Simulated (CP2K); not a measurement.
The N K edge of nitrosomethane was computed by TDDFT (CP2K XAS_TDP, aug-cc-pVTZ, TDA) at these levels: PBE0, PBEh(45%) and PBEh(45%) + GW2X. The first three lines of N2 (bonded to C and O) with a strength over 0.0015, energy in eV and strength:

| run | first | second | third |
| --- | --- | --- | --- |
| 1 | 388.25 (0.064) | 393.77 (0.002) | 394.53 (0.006) |
| 2 | 394.13 (0.075) | 401.96 (0.004) | 402.24 (0.027) |
| 3 | 398.79 (0.075) | 406.62 (0.004) | 406.90 (0.027) |

Which run is which?

Run 1: PBE0 (25 % exact exchange). Run 2: PBEh(45%) (45 % exact exchange). Run 3: PBEh(45%) + GW2X (45 % exact exchange). Self-interaction lifts the core level, so the uncorrected lines rise with the share of exact exchange. The GW2X run keeps the spacings of its parent: 7.83 eV between the first two lines in run 3, 7.83 eV in run 2. Its shift is +4.66 eV, since the Kohn–Sham level at this share of exchange lies that far above the quasiparticle level.

[Hosts, paths, dates, database ids (printed as entryN), source tags and the programs' standing remarks are cut or masked in the printed files.]
